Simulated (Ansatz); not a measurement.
## CaZn7: relaxing a made-up structure

Starting from a made-up structure for CaZn7, the aim is the relaxed cell, its shortest contacts and, where a second run follows, its electronic structure.

Main program and level: Ansatz 0.2.0; DFT, PBE, plane-wave PAW, files of the set soft_1, scalar-relativistic, no spin, cell and ions relaxed at zero pressure; PAW set soft_1, in the first sound run; inputs show where later runs differ.

### 1. The starting structure

Symmetry: P-6m2, No. 187, hexagonal system. Conventional cell: a = 5.995 Å, b = 5.995 Å, c = 4.717 Å, α = 90.00°, β = 90.00°, γ = 120.00°. Zn has 12 Zn at 2.92 to 3.00 Å nearest. Nearest to Zn lie 10 Zn at 2.92 to 3.03 Å and 2 Ca at 2.94 Å. Nearest to Zn lie 10 Zn at 2.92 to 3.02 Å and 2 Ca at 3.00 Å. Nearest to Ca lie 12 Zn at 2.94 to 3.00 Å. Farther neighbours are not listed.

As a file:

```cif
data_structure
_symmetry_space_group_name_H-M 'P 1'
_symmetry_Int_Tables_number 1
_cell_length_a 5.9950
_cell_length_b 5.9950
_cell_length_c 4.7170
_cell_angle_alpha 90.000
_cell_angle_beta 90.000
_cell_angle_gamma 120.000
_cell_volume 146.82
loop_
_atom_site_label
_atom_site_type_symbol
_atom_site_fract_x
_atom_site_fract_y
_atom_site_fract_z
_atom_site_occupancy
Zn1 Zn 0.66667 0.33333 0.00000 1
Zn2 Zn 0.66290 0.83145 0.00000 1
Zn3 Zn 0.16855 0.83145 0.00000 1
Zn4 Zn 0.16855 0.33710 0.00000 1
Zn5 Zn 0.50120 0.00240 0.50000 1
Zn6 Zn 0.50120 0.49880 0.50000 1
Zn7 Zn 0.99760 0.49880 0.50000 1
Ca8 Ca 0.00000 0.00000 0.50000 1
```

### 2. Relaxation of the guess

The guessed cell has no reason to be at equilibrium. It is relaxed with the atoms, within the space group of the guess.

input.yaml

```yaml
crystal:
  lattice:
    - [5.995, 0.0, 0.0]
    - [-2.9975, 5.191822296, 0.0]
    - [0.0, 0.0, 4.717]
  atoms:
    - { symbol: Zn, position: [0.666666667, 0.333333333, 0.0] }
    - { symbol: Zn, position: [0.6629, 0.83145, 0.0] }
    - { symbol: Zn, position: [0.16855, 0.83145, 0.0] }
    - { symbol: Zn, position: [0.16855, 0.3371, 0.0] }
    - { symbol: Zn, position: [0.5012, 0.0024, 0.5] }
    - { symbol: Zn, position: [0.5012, 0.4988, 0.5] }
    - { symbol: Zn, position: [0.9976, 0.4988, 0.5] }
    - { symbol: Ca, position: [0.0, 0.0, 0.5] }
kpoints:
  mp_grid: { grid: [5, 5, 6] }
scf:
  occupations: { method: fermi_dirac, width: 0.05 }
hamiltonian:
  xc: pbe
  pseudopotentials: { kind: paw, azcp: { folder: soft_1 } }
relax:
  f_tol: 0.015
  max_steps: 70
  cell: {}
output:
  forces: true
  stress: true
```

Started as:

```console
> ansatz run input.yaml --threads 4 --pin off --max-ram 10240MiB --backend cpu --events-out ev --progress --plain --runs-dir out
```

Numbers of over 12 decimals in the logs are rounded to 6 here.

What it wrote:

```text
Engine: ansatz 0.2.0, aarch64-unknown-linux-gnu
Pseudopotentials: kind: paw
Pseudopotential: Zn, paw, valence charge 12, recommended cutoff 420 eV (normal), soft_1/Zn.paw.azcp
Pseudopotential: Ca, paw, valence charge 10, recommended cutoff 420 eV (normal), soft_1/Ca.paw.azcp
Functional definition: PBE
  parameter kappa = 0.804
  parameter beta = 0.066725
  exchange = pbe_x(kappa = kappa, mu = beta*pi^2/3)
  correlation = pbe_c(beta = beta)
Crystal: 8 atoms, lattice volume = 146.817 Å³
Basis set: ecut = 420 eV, 2865 PW (Γ), exchange–correlation on 90×90×64 points (8 copies of the dense FFT grid, shifted against one another)
Bands: 57, of which v1, the nominal top of the filled ones, is band 47 counted from 1 (46 counted from 0)
Symmetry: 12 space group operations
Space group: P-6m2 (ITA 187), of the structure as read, at distance tolerance 5.3e-5 Å
k-points: 20 of 150 (time reversal used)
Non-local potential: Zn, projectors of the file, l = 0: 2, l = 1: 2, l = 2: 3, l = 3: 1
Non-local potential: Ca, projectors of the file, l = 0: 3, l = 1: 2, l = 2: 2
PAW form: soft (Blöchl's): semilocal exchange-correlation on the pseudo side does not see the compensation charge
PAW one-centre angular grid: Zn, 590 points (default); XC on 64 Gauss nodes
PAW one-centre angular grid: Ca, 110 points (default); XC on 64 Gauss nodes
Initial density: superposition of atomic densities (chi_scale 0.1, normalization cell, long waves kept (reshape's long-wave potential 0.00 eV rms))
Initial wavefunctions: pseudopotential atomic-orbital guess
Functional: x = pbe(κ = 0.804, μ = 0.219515), c = pbe(β = 0.066725)
SCF iter   1: F=—  HF=-25054.270023 eV  |F-HF|=—  |Δ(HF+E_count)|=         —  Δρ=8.39e-2  dr2=2.34e1  ethr=3.10e-3  ⟨swp⟩=9.8  Hψ=5878  notcnv=0  defer=1
preconditioner: auto → Kerker (q_TF=auto, 2.533 Å⁻¹)  [metal: Δε(μ)=0.044 eV  Ē_g=8.618 eV  σ=0.050 eV  W_gap=0.21  n_scr=44 (ndim 8)  ℏωp=29.4 eV  f_vac=0.000  D(μ)=5.07/eV (n_scr^D=44)]
SCF iter   2: F=—  HF=-25050.707254 eV  |F-HF|=—  |Δ(HF+E_count)|=    3.56e0  Δρ=2.97e-2  dr2=2.30e0  ethr=3.10e-3  ⟨swp⟩=3.7  Hψ=2579  notcnv=0  defer=43
SCF iter   3: F=—  HF=-25050.171692 eV  |F-HF|=—  |Δ(HF+E_count)|=   5.36e-1  Δρ=1.67e-2  dr2=1.18e0  ethr=2.45e-3  ⟨swp⟩=2.2  Hψ=2324  notcnv=0  defer=43
SCF iter   4: F=—  HF=-25049.922823 eV  |F-HF|=—  |Δ(HF+E_count)|=   2.49e-1  Δρ=8.78e-3  dr2=1.71e-1  ethr=1.26e-3  ⟨swp⟩=4.0  Hψ=2227  notcnv=0  defer=43
SCF iter   5: F=—  HF=-25049.906786 eV  |F-HF|=—  |Δ(HF+E_count)|=   1.60e-2  Δρ=4.27e-3  dr2=1.62e-2  ethr=1.82e-4  ⟨swp⟩=4.1  Hψ=2380  notcnv=0  defer=45
SCF iter   6: F=—  HF=-25049.902841 eV  |F-HF|=—  |Δ(HF+E_count)|=   3.94e-3  Δρ=9.93e-4  dr2=9.77e-4  ethr=1.72e-5  ⟨swp⟩=2.8  Hψ=2231  notcnv=0  defer=45
SCF iter   7: F=—  HF=-25049.903294 eV  |F-HF|=—  |Δ(HF+E_count)|=   4.52e-4  Δρ=9.09e-4  dr2=8.33e-4  ethr=1.04e-6  ⟨swp⟩=2.0  Hψ=1953  notcnv=0  defer=45
SCF iter   8: F=—  HF=-25049.903018 eV  |F-HF|=—  |Δ(HF+E_count)|=   2.76e-4  Δρ=1.76e-4  dr2=1.17e-4  ethr=8.86e-7  ⟨swp⟩=2.1  Hψ=1919  notcnv=0  defer=45
SCF iter   9: F=—  HF=-25049.903006 eV  |F-HF|=—  |Δ(HF+E_count)|=   1.16e-5  Δρ=5.20e-5  dr2=4.67e-6  ethr=1.24e-7  ⟨swp⟩=2.0  Hψ=1238  notcnv=0  defer=45
SCF iter  10: F=—  HF=-25049.903013 eV  |F-HF|=—  |Δ(HF+E_count)|=   6.72e-6  Δρ=4.22e-5  dr2=1.55e-6  ethr=4.97e-9  ⟨swp⟩=2.0  Hψ=2033  notcnv=0  defer=45
SCF iter  11: F=—  HF=-25049.903012 eV  |F-HF|=—  |Δ(HF+E_count)|=   7.31e-7  Δρ=1.38e-5  dr2=2.32e-7  ethr=1.64e-9  ⟨swp⟩=2.0  Hψ=1954  notcnv=0  defer=45
SCF iter  12: F=-25049.903012 eV  HF=-25049.903012 eV  |F-HF|=3.09e-8  |Δ(HF+E_count)|=   2.45e-8  Δρ=4.89e-6  dr2=3.03e-8  ethr=1.06e-10  ⟨swp⟩=4.0  Hψ=3983  notcnv=0
SCF 1 converged in 12 iterations: F = -25049.903012 eV  dr2 = 3.03e-8
  greatest PAW one-centre occupation: 0.995 electrons in one spin orbital (limit 2), on the Ca atom at site 7 (counted from 0), in its partial waves of l = 0
relax step   1: F+E_penalty+E_count = -25049.90301223 eV  Δ(F+E_penalty+E_count) = +0.000e0 eV  max|allowed force component| = 4.558e-1 eV/Å  Δτ_max = 0.0000 Å  P = -1.588 GPa  Ω = 146.817 Å³  (12 SCF iters, dr2 threshold 1.00e-7 eV, accepted)
Crystal: 8 atoms, lattice volume = 141.921 Å³
Basis set: ecut = 420 eV, 2781 PW (Γ), exchange–correlation on 90×90×64 points (8 copies of the dense FFT grid, shifted against one another)
Initial density: handed on by an earlier stage of this run
Initial wavefunctions: those handed on with the density
iter 1 solved again at ethr=4.26e-5 eV; its pass at ethr=3.10e-3 eV (dr2=4.00e-2 eV) is discarded
SCF iter   1: F=—  HF=-25050.100826 eV  |F-HF|=—  |Δ(HF+E_count)|=         —  Δρ=4.54e-3  dr2=4.33e-2  ethr=4.26e-5  ⟨swp⟩=2.5  Hψ=6583  notcnv=0
preconditioner: auto → Resta (q_TF=auto, 2.547 Å⁻¹)  ε∞=9.3  [insulator: Δε(μ)=0.163 eV  Ē_g=10.351 eV  σ=0.050 eV  W_gap=0.60  n_scr=44 (ndim 8)  ℏωp=29.9 eV  f_vac=0.000  D(μ)=2.36/eV (n_scr^D=8)  ε∞_Penn≈9.3]
SCF iter   2: F=—  HF=-25050.092975 eV  |F-HF|=—  |Δ(HF+E_count)|=   7.85e-3  Δρ=1.97e-3  dr2=7.84e-3  ethr=4.26e-5  ⟨swp⟩=2.0  Hψ=2181  notcnv=0
SCF iter   3: F=—  HF=-25050.091502 eV  |F-HF|=—  |Δ(HF+E_count)|=   1.47e-3  Δρ=1.05e-3  dr2=2.57e-3  ethr=8.34e-6  ⟨swp⟩=2.0  Hψ=1947  notcnv=0
SCF iter   4: F=—  HF=-25050.091105 eV  |F-HF|=—  |Δ(HF+E_count)|=   3.98e-4  Δρ=3.85e-4  dr2=1.10e-4  ethr=2.73e-6  ⟨swp⟩=2.3  Hψ=1940  notcnv=0
SCF iter   5: F=—  HF=-25050.091146 eV  |F-HF|=—  |Δ(HF+E_count)|=   4.17e-5  Δρ=1.01e-4  dr2=8.86e-6  ethr=1.17e-7  ⟨swp⟩=2.0  Hψ=1997  notcnv=0
SCF iter   6: F=—  HF=-25050.091145 eV  |F-HF|=—  |Δ(HF+E_count)|=   8.93e-7  Δρ=6.87e-5  dr2=3.49e-6  ethr=9.42e-9  ⟨swp⟩=2.0  Hψ=2005  notcnv=0
SCF iter   7: F=-25050.091144 eV  HF=-25050.091144 eV  |F-HF|=2.20e-7  |Δ(HF+E_count)|=   1.44e-6  Δρ=2.34e-5  dr2=4.58e-7  ethr=8.51e-10  ⟨swp⟩=3.2  Hψ=4831  notcnv=0
SCF 2 converged in 7 iterations: F = -25050.091144 eV  dr2 = 4.58e-7
relax step   2: F+E_penalty+E_count = -25050.09114373 eV  Δ(F+E_penalty+E_count) = -1.881e-1 eV  max|allowed force component| = 1.191e-1 eV/Å  Δτ_max = 0.1021 Å  P = -0.234 GPa  Ω = 141.921 Å³  energy of the carried Pulay correction = +2.912e-3 eV  (7 SCF iters, dr2 threshold 8.00e-7 eV, accepted)
Crystal: 8 atoms, lattice volume = 141.003 Å³
Basis set: ecut = 420 eV, 2757 PW (Γ), exchange–correlation on 90×90×64 points (8 copies of the dense FFT grid, shifted against one another)
iter 1 solved again at ethr=2.30e-5 eV; its pass at ethr=3.10e-3 eV (dr2=2.16e-2 eV) is discarded
SCF iter   1: F=—  HF=-25050.136724 eV  |F-HF|=—  |Δ(HF+E_count)|=         —  Δρ=3.59e-3  dr2=2.23e-2  ethr=2.30e-5  ⟨swp⟩=2.4  Hψ=7126  notcnv=0
preconditioner: auto → Kerker (q_TF=auto, 2.550 Å⁻¹)  [metal: Δε(μ)=0.084 eV  Ē_g=10.502 eV  σ=0.050 eV  W_gap=0.37  n_scr=44 (ndim 8)  ℏωp=30.0 eV  f_vac=0.000  D(μ)=2.78/eV (n_scr^D=20)]
SCF iter   2: F=—  HF=-25050.134034 eV  |F-HF|=—  |Δ(HF+E_count)|=   2.69e-3  Δρ=1.92e-3  dr2=9.06e-3  ethr=2.30e-5  ⟨swp⟩=2.8  Hψ=2012  notcnv=0
SCF iter   3: F=—  HF=-25050.133026 eV  |F-HF|=—  |Δ(HF+E_count)|=   1.01e-3  Δρ=1.38e-3  dr2=3.04e-3  ethr=9.64e-6  ⟨swp⟩=2.0  Hψ=2004  notcnv=0
SCF iter   4: F=—  HF=-25050.132083 eV  |F-HF|=—  |Δ(HF+E_count)|=   9.42e-4  Δρ=3.78e-4  dr2=2.13e-4  ethr=3.23e-6  ⟨swp⟩=2.0  Hψ=1999  notcnv=0
SCF iter   5: F=—  HF=-25050.132056 eV  |F-HF|=—  |Δ(HF+E_count)|=   2.70e-5  Δρ=1.10e-4  dr2=1.29e-5  ethr=2.27e-7  ⟨swp⟩=2.4  Hψ=2103  notcnv=0
SCF iter   6: F=—  HF=-25050.132062 eV  |F-HF|=—  |Δ(HF+E_count)|=   5.15e-6  Δρ=1.18e-4  dr2=9.42e-6  ethr=1.37e-8  ⟨swp⟩=2.2  Hψ=2022  notcnv=0
SCF iter   7: F=-25050.132056 eV  HF=-25050.132057 eV  |F-HF|=6.29e-7  |Δ(HF+E_count)|=   4.75e-6  Δρ=2.51e-5  dr2=6.23e-7  ethr=8.51e-10  ⟨swp⟩=4.0  Hψ=5732  notcnv=0
SCF 3 converged in 7 iterations: F = -25050.132056 eV  dr2 = 6.23e-7
relax step   3: F+E_penalty+E_count = -25050.13205612 eV  Δ(F+E_penalty+E_count) = -4.091e-2 eV  max|allowed force component| = 1.002e-1 eV/Å  Δτ_max = 0.0739 Å  P = +0.562 GPa  Ω = 141.003 Å³  energy of the carried Pulay correction = +3.477e-3 eV  (7 SCF iters, dr2 threshold 8.00e-7 eV, accepted)
Crystal: 8 atoms, lattice volume = 142.818 Å³
iter 1 solved again at ethr=6.18e-6 eV; its pass at ethr=3.10e-3 eV (dr2=5.81e-3 eV) is discarded
SCF iter   1: F=—  HF=-25050.138393 eV  |F-HF|=—  |Δ(HF+E_count)|=         —  Δρ=1.75e-3  dr2=4.74e-3  ethr=6.18e-6  ⟨swp⟩=2.4  Hψ=6480  notcnv=0
preconditioner: auto → Kerker (q_TF=auto, 2.545 Å⁻¹)  [metal: Δε(μ)=0.048 eV  Ē_g=10.482 eV  σ=0.050 eV  W_gap=0.23  n_scr=44 (ndim 8)  ℏωp=29.8 eV  f_vac=0.000  D(μ)=2.87/eV (n_scr^D=20)]
SCF iter   2: F=—  HF=-25050.137486 eV  |F-HF|=—  |Δ(HF+E_count)|=   9.07e-4  Δρ=6.46e-4  dr2=9.98e-4  ethr=5.05e-6  ⟨swp⟩=2.0  Hψ=1877  notcnv=0
SCF iter   3: F=—  HF=-25050.137292 eV  |F-HF|=—  |Δ(HF+E_count)|=   1.93e-4  Δρ=4.05e-4  dr2=5.48e-4  ethr=1.06e-6  ⟨swp⟩=2.0  Hψ=1873  notcnv=0
SCF iter   4: F=—  HF=-25050.137205 eV  |F-HF|=—  |Δ(HF+E_count)|=   8.74e-5  Δρ=1.85e-4  dr2=3.76e-5  ethr=5.83e-7  ⟨swp⟩=2.8  Hψ=2038  notcnv=0
SCF iter   5: F=—  HF=-25050.137202 eV  |F-HF|=—  |Δ(HF+E_count)|=   2.86e-6  Δρ=4.05e-5  dr2=2.44e-6  ethr=4.00e-8  ⟨swp⟩=2.0  Hψ=1939  notcnv=0
SCF iter   6: F=—  HF=-25050.137202 eV  |F-HF|=—  |Δ(HF+E_count)|=   2.76e-7  Δρ=4.17e-5  dr2=1.32e-6  ethr=8.51e-10  ⟨swp⟩=5.0  Hψ=4934  notcnv=0
SCF iter   7: F=-25050.137202 eV  HF=-25050.137202 eV  |F-HF|=2.68e-8  |Δ(HF+E_count)|=   6.32e-7  Δρ=1.05e-5  dr2=8.62e-8  ethr=8.51e-10  ⟨swp⟩=5.0  Hψ=4778  notcnv=0
SCF 4 converged in 7 iterations: F = -25050.137202 eV  dr2 = 8.62e-8
relax step   4: F+E_penalty+E_count = -25050.13720176 eV  Δ(F+E_penalty+E_count) = -5.146e-3 eV  max|allowed force component| = 5.761e-3 eV/Å  Δτ_max = 0.0215 Å  P = -0.255 GPa  Ω = 142.818 Å³  energy of the carried Pulay correction = +2.366e-3 eV  (7 SCF iters, dr2 threshold 8.00e-7 eV, accepted)
Crystal: 8 atoms, lattice volume = 142.204 Å³
iter 1 solved again at ethr=5.20e-7 eV; its pass at ethr=3.10e-3 eV (dr2=4.89e-4 eV) is discarded
SCF iter   1: F=—  HF=-25050.138397 eV  |F-HF|=—  |Δ(HF+E_count)|=         —  Δρ=4.62e-4  dr2=5.75e-4  ethr=5.20e-7  ⟨swp⟩=4.0  Hψ=6236  notcnv=0
preconditioner: auto → Kerker (q_TF=auto, 2.546 Å⁻¹)  [metal: Δε(μ)=0.051 eV  Ē_g=10.460 eV  σ=0.050 eV  W_gap=0.25  n_scr=44 (ndim 8)  ℏωp=29.9 eV  f_vac=0.000  D(μ)=2.79/eV (n_scr^D=20)]
SCF iter   2: F=—  HF=-25050.138296 eV  |F-HF|=—  |Δ(HF+E_count)|=   1.02e-4  Δρ=2.03e-4  dr2=1.71e-4  ethr=5.20e-7  ⟨swp⟩=2.0  Hψ=1907  notcnv=0
SCF iter   3: F=—  HF=-25050.138255 eV  |F-HF|=—  |Δ(HF+E_count)|=   4.02e-5  Δρ=1.26e-4  dr2=7.47e-5  ethr=1.81e-7  ⟨swp⟩=2.8  Hψ=1978  notcnv=0
SCF iter   4: F=—  HF=-25050.138237 eV  |F-HF|=—  |Δ(HF+E_count)|=   1.79e-5  Δρ=5.97e-5  dr2=3.64e-6  ethr=7.95e-8  ⟨swp⟩=3.0  Hψ=2109  notcnv=0
SCF iter   5: F=—  HF=-25050.138237 eV  |F-HF|=—  |Δ(HF+E_count)|=   4.64e-7  Δρ=1.35e-5  dr2=2.47e-7  ethr=3.87e-9  ⟨swp⟩=2.0  Hψ=2066  notcnv=0
SCF iter   6: F=-25050.138237 eV  HF=-25050.138237 eV  |F-HF|=1.98e-7  |Δ(HF+E_count)|=   4.31e-8  Δρ=1.34e-5  dr2=1.21e-7  ethr=2.11e-10  ⟨swp⟩=5.0  Hψ=4912  notcnv=0
SCF 5 converged in 6 iterations: F = -25050.138237 eV  dr2 = 1.21e-7
relax step   5: F+E_penalty+E_count = -25050.13823683 eV  Δ(F+E_penalty+E_count) = -1.035e-3 eV  max|allowed force component| = 7.251e-3 eV/Å  Δτ_max = 0.0057 Å  P = -0.051 GPa  Ω = 142.204 Å³  energy of the carried Pulay correction = +2.740e-3 eV  (6 SCF iters, dr2 threshold 1.98e-7 eV, accepted)
Crystal: 8 atoms, lattice volume = 142.040 Å³
iter 1 solved again at ethr=7.83e-8 eV; its pass at ethr=3.10e-3 eV (dr2=7.36e-5 eV) is discarded
SCF iter   1: F=—  HF=-25050.138433 eV  |F-HF|=—  |Δ(HF+E_count)|=         —  Δρ=1.56e-4  dr2=8.09e-5  ethr=7.83e-8  ⟨swp⟩=4.0  Hψ=6122  notcnv=0
preconditioner: auto → Kerker (q_TF=auto, 2.547 Å⁻¹)  [metal: Δε(μ)=0.051 eV  Ē_g=10.470 eV  σ=0.050 eV  W_gap=0.25  n_scr=44 (ndim 8)  ℏωp=29.9 eV  f_vac=0.000  D(μ)=2.76/eV (n_scr^D=20)]
SCF iter   2: F=—  HF=-25050.138414 eV  |F-HF|=—  |Δ(HF+E_count)|=   1.91e-5  Δρ=8.15e-5  dr2=2.96e-5  ethr=7.83e-8  ⟨swp⟩=2.5  Hψ=1999  notcnv=0
SCF iter   3: F=—  HF=-25050.138407 eV  |F-HF|=—  |Δ(HF+E_count)|=   7.16e-6  Δρ=5.87e-5  dr2=1.04e-5  ethr=3.15e-8  ⟨swp⟩=2.1  Hψ=1956  notcnv=0
SCF iter   4: F=—  HF=-25050.138404 eV  |F-HF|=—  |Δ(HF+E_count)|=   3.05e-6  Δρ=2.11e-5  dr2=4.72e-7  ethr=1.11e-8  ⟨swp⟩=2.0  Hψ=1941  notcnv=0
SCF iter   5: F=—  HF=-25050.138411 eV  |F-HF|=—  |Δ(HF+E_count)|=   6.97e-6  Δρ=5.07e-6  dr2=3.36e-8  ethr=5.03e-10  ⟨swp⟩=2.0  Hψ=2067  notcnv=0
SCF iter   6: F=—  HF=-25050.138411 eV  |F-HF|=—  |Δ(HF+E_count)|=   5.51e-9  Δρ=5.07e-6  dr2=1.74e-8  ethr=8.01e-12  ⟨swp⟩=5.0  Hψ=4938  notcnv=0
SCF iter   7: F=-25050.138411 eV  HF=-25050.138411 eV  |F-HF|=1.03e-9  |Δ(HF+E_count)|=   8.69e-9  Δρ=1.69e-6  dr2=2.62e-9  ethr=8.01e-12  ⟨swp⟩=3.3  Hψ=5073  notcnv=0
SCF 6 converged in 7 iterations: F = -25050.138411 eV  dr2 = 2.62e-9
relax step   6: F+E_penalty+E_count = -25050.13841092 eV  Δ(F+E_penalty+E_count) = -1.741e-4 eV  max|allowed force component| = 1.292e-3 eV/Å  Δτ_max = 0.0025 Å  P = -0.007 GPa  Ω = 142.040 Å³  energy of the carried Pulay correction = +2.839e-3 eV  (7 SCF iters, dr2 threshold 7.53e-9 eV, accepted)
Basis set: ecut = 420 eV, 2781 PW (Γ), exchange–correlation on 90×90×60 points (8 copies of the dense FFT grid, shifted against one another)
Initial wavefunctions: pseudopotential atomic-orbital guess (no wavefunctions were taken with the density)
iter 1 solved again at ethr=7.96e-8 eV; its pass at ethr=3.10e-3 eV (dr2=7.48e-5 eV) is discarded
SCF iter   1: F=—  HF=-25050.134304 eV  |F-HF|=—  |Δ(HF+E_count)|=         —  Δρ=4.81e-4  dr2=2.07e-5  ethr=7.96e-8  ⟨swp⟩=3.0  Hψ=9044  notcnv=0
preconditioner: auto → Kerker (q_TF=auto, 2.547 Å⁻¹)  [metal: Δε(μ)=0.050 eV  Ē_g=10.473 eV  σ=0.050 eV  W_gap=0.24  n_scr=44 (ndim 8)  ℏωp=29.9 eV  f_vac=0.000  D(μ)=2.77/eV (n_scr^D=20)]
SCF iter   2: F=—  HF=-25050.135282 eV  |F-HF|=—  |Δ(HF+E_count)|=   9.79e-4  Δρ=2.99e-4  dr2=2.48e-5  ethr=2.20e-8  ⟨swp⟩=2.0  Hψ=1996  notcnv=0
SCF iter   3: F=—  HF=-25050.135596 eV  |F-HF|=—  |Δ(HF+E_count)|=   3.14e-4  Δρ=6.88e-5  dr2=5.32e-7  ethr=2.20e-8  ⟨swp⟩=2.0  Hψ=1863  notcnv=0
SCF iter   4: F=—  HF=-25050.135621 eV  |F-HF|=—  |Δ(HF+E_count)|=   2.45e-5  Δρ=1.19e-5  dr2=4.35e-8  ethr=5.66e-10  ⟨swp⟩=2.0  Hψ=2009  notcnv=0
SCF iter   5: F=—  HF=-25050.135621 eV  |F-HF|=—  |Δ(HF+E_count)|=   5.06e-7  Δρ=5.57e-6  dr2=1.37e-8  ethr=4.63e-11  ⟨swp⟩=2.0  Hψ=2008  notcnv=0
SCF iter   6: F=—  HF=-25050.135621 eV  |F-HF|=—  |Δ(HF+E_count)|=   4.54e-8  Δρ=4.22e-6  dr2=1.21e-8  ethr=1.45e-11  ⟨swp⟩=2.0  Hψ=2006  notcnv=0
SCF iter   7: F=—  HF=-25050.135621 eV  |F-HF|=—  |Δ(HF+E_count)|=   5.25e-9  Δρ=3.48e-7  dr2=1.60e-10  ethr=1.29e-11  ⟨swp⟩=2.0  Hψ=1955  notcnv=0
SCF iter   8: F=-25050.135621 eV  HF=-25050.135621 eV  |F-HF|=1.46e-11  |Δ(HF+E_count)|=  1.02e-10  Δρ=1.21e-7  dr2=3.66e-11  ethr=1.00e-12  ⟨swp⟩=4.2  Hψ=3982  notcnv=0
SCF 7 converged in 8 iterations: F = -25050.135621 eV  dr2 = 3.66e-11
relax step   7: F+E_penalty+E_count = -25050.13562114 eV  Δ(F+E_penalty+E_count) = +2.790e-3 eV  max|allowed force component| = 1.353e-3 eV/Å  Δτ_max = 0.0000 Å  P = -0.020 GPa  Ω = 142.040 Å³  stress off target by 2.62e-2 GPa  SCF on the basis re-selected at this cell (its energy is not comparable with the rows above)  (8 SCF iters)
basis re-selected at this cell: Δ(F+E_penalty+E_count) = +2.790e-3 eV, ΔP = -0.013 GPa vs the last step (what re-selecting the basis moved, of the pressure what is left beyond the Pulay correction that the steps carried, after the strain that the cell walked since its last selection, with what the two solves' SCF thresholds leave and, on support functions, any second-order correction that the steps lacked; it is no measure of the basis error at this ecutwfc). The dense FFT grid was sized anew with the basis: this SCF ran on 45×45×30 points, the steps before it on 45×45×32, so part of this shift can come from that change (see relax.cell in the input reference). [rest of the remark cut]
SCF converged after 8 iterations
Free energy (F): -25050.135621 eV
Harris-Foulkes:  -25050.135621 eV  (|F-HF|=1.46e-11)
Internal energy: -25050.113808 eV  (E = F + TS)
E sigma→0 (E₀):  -25050.124715 eV
Entropy (-TS):   -0.021813 eV (-2.727 meV/atom)
Fermi energy:    9.472076 eV
--- Per-component energies (eV) ---
  E_band       = 116.003025
  E_kinetic    = 1282.663221
  E_local      = -13739.518992  (includes V_loc(G=0)·N_el)
  E_nonlocal   = 5810.063462
  E_hartree    = 5133.402177
  E_xc         = -676.009343
  E_vxc        = -514.610587  (∫ρ·V_xc dr)
  E_paw        = -14135.642887  (= ΣΔE_a)
  E_vpaw       = -2989.396998  (= ΣTr[D̂ρ^β])
  E_aug_tail   = -0.001754  (compensation charges beyond the density's cutoff)
  E_ewald      = -8725.069691
  E_smearing   = -0.021813  (= −TS)
  E_closure    = 0.000000  (closes the sum)
  Σ components = -25050.135621   (vs F -25050.135621, Δ=0.00e0)
--- Forces (eV/Å), atoms counted from 1 ---
  atom   1  Zn     0.00000000    -0.00000000     0.00000000
  atom   2  Zn     0.00117182     0.00067655     0.00000000
  atom   3  Zn    -0.00117182     0.00067655     0.00000000
  atom   4  Zn     0.00000000    -0.00135311    -0.00000000
  atom   5  Zn    -0.00000000    -0.00015972     0.00000000
  atom   6  Zn    -0.00013833     0.00007986    -0.00000000
  atom   7  Zn     0.00013833     0.00007986    -0.00000000
  atom   8  Ca    -0.00000000     0.00000000     0.00000000
  max |Σ_I F_I| component: 6.82e-17 eV/Å
--- Stress (GPa, compression-positive) ---
       -0.026176       0.000000       0.000000
        0.000000      -0.026176      -0.000000
        0.000000      -0.000000      -0.007157
  P = ⅓ Tr σ = -0.0198 GPa (-0.198 kbar)
--- Relaxed structure (6 steps of the walk, 6 accepted, 1 SCFs on fresh bases) ---
  F+E_penalty+E_count = -25050.13562114 eV   max|allowed force component| = 1.353e-3 eV/Å   (the final SCF, on the basis selected at the relaxed cell)
  cell:  # Å, volume = 142.0402 Å³
    - [6.091225, 0, 0.0]
    - [-3.045612, 5.275155, 0.0]
    - [0.0, 0.0, 4.420500]
  atoms:
    - { symbol: Zn, position: [0.666667, 0.333333, 0.0] }
    - { symbol: Zn, position: [0.633292, 0.816646, 0.0] }
    - { symbol: Zn, position: [0.183354, 0.816646, 0.0] }
    - { symbol: Zn, position: [0.183354, 0.366708, 0.0] }
    - { symbol: Zn, position: [0.494313, -0.011374, 0.5] }
    - { symbol: Zn, position: [0.494313, 0.505687, 0.5] }
    - { symbol: Zn, position: [1.011374, 0.505687, 0.5] }
    - { symbol: Ca, position: [-9.559057497090918e-18, 1.4789419709946457e-17, 0.5] }
```

It took 34 s on 4 threads of Arm Neoverse V1, shared host; peak memory 0.55 GiB.

[end of part 1 of 2]

[Logs are printed without paths, hosts, clocks, repeated set-up lines and the standing remarks that a program may print on its own settings, such as how far it seeks lower states.]

[Hosts, paths, dates, database ids (printed as entryN), source tags and the programs' standing remarks are cut or masked in the printed files.]
